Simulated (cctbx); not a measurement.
## Interatomic vectors of VZnInTe3S

Space group P-3m1 (no. 164), a = 3.8720 Å, b = 3.8720 Å, c = 25.0190 Å, α = 90.00°, β = 90.00°, γ = 120.00°, content Te6 In2 Zn2 V2 S2.

Simulated single-crystal data (cctbx): Mo Kα, λ = 0.71073 Å, to d = 0.8 Å, 80 % of the full sphere, strongest reflection 5000 counts, noise from counting, a 3 % proportional error and a noise floor of 8 counts (s.d.); no absorption.

Patterson synthesis from sharpened amplitudes, origin scaled to 1000:

```text
Patterson group P -3 m 1
      u       v       w   height  length (A)
  0.000   0.000   0.000   1000.0     0.00
  0.000   0.000   0.500    837.0    12.51
  0.000   0.000   0.250    501.5     6.25
  0.333   0.667   0.188    411.6     5.21
  0.333   0.667   0.688    406.7     8.13
  0.333   0.667   0.447    274.5    11.40
  0.333   0.667   0.621    268.9     9.75
  0.333   0.667   0.945    267.8     2.63
  0.333   0.667   0.366    260.1     9.42
  0.333   0.667   0.865    256.5     4.05
  0.333   0.667   0.124    212.7     3.82
  0.000   0.000   0.339    190.6     8.49
  0.000   0.000   0.160    185.0     4.00
  0.000   0.000   0.096    101.0     2.39
```

**Question.** Which atom pairs make the peaks, and where is the heaviest atom?

A peak at u stands for all pairs with xi − xj = u, with weight Σ ZiZj against Σ Z² = 24396 at the origin. Peak heights follow these weights only roughly, since form factors, motion and series ripples differ, all vectors within 0.55 Å of a peak are counted as merged into it though the farther ones add only part of their weight, and F(000) is left out, which lowers the whole map:

| u | v | w | shortest length (Å) | height | 1000 ΣZiZj/ΣZ² | pairs in the cell |
| --- | --- | --- | --- | --- | --- | --- |
| 0.000 | 0.000 | 0.500 | 12.51 | 837 | 890 | 4 × Te–Te, 2 × In–In, 4 × Te–S, 4 × Zn–V |
| 0.000 | 0.000 | 0.250 | 6.25 | 502 | 580 | 4 × Te–Te, 4 × Te–S |
| 0.333 | 0.667 | 0.188 | 5.21 | 412 | 418 | 4 × Te–In |
| 0.333 | 0.667 | 0.688 | 8.12 | 407 | 418 | 4 × Te–In |
| 0.333 | 0.667 | 0.447 | 11.40 | 274 | 371 | 2 × Te–In, 2 × Te–V, 2 × In–S |
| 0.333 | 0.667 | 0.621 | 9.74 | 269 | 343 | 3 × Te–Te, 1 × S–S |
| 0.333 | 0.667 | 0.945 | 2.62 | 268 | 273 | 2 × Te–In, 2 × In–S |
| 0.333 | 0.667 | 0.366 | 9.43 | 260 | 410 | 2 × Te–Te, 2 × In–Zn, 2 × Te–S |
| 0.333 | 0.667 | 0.865 | 4.05 | 256 | 382 | 2 × Te–Te, 2 × In–V, 2 × Te–S |
| 0.333 | 0.667 | 0.124 | 3.82 | 213 | 290 | 2 × Te–Te, 2 × Te–S |

The table stops at ten peaks or at a height of 45, below which ripples compete. In the model behind the data Te, the heaviest element, has 3 independent sites: (2/3, 1/3, 0.5632), (2/3, 1/3, 0.3073) and (2/3, 1/3, 0.0639), up to an allowed shift of origin; the Te–Te vectors are differences of these positions and their symmetry mates. Elements of similar Z can't be told apart from the map alone. The whole model:

```csv
atom,mult.,x,y,z,Ueq (Å²)
Te1,2,2/3,1/3,0.5632,0.0061
Te2,2,2/3,1/3,0.3073,0.0038
Te3,2,2/3,1/3,0.0639,0.0055
In1,2,0,0,0.7514,0.0058
Zn1,2,2/3,1/3,0.4068,0.0130
V1,2,2/3,1/3,0.9048,0.0059
S1,2,2/3,1/3,0.8053,0.0098
```

This is a model crystal, built by substitution and not relaxed, with assumed displacement parameters.

[Logs are printed without paths, hosts, clocks, repeated set-up lines and the standing remarks that a program may print on its own settings, such as how far it seeks lower states.]
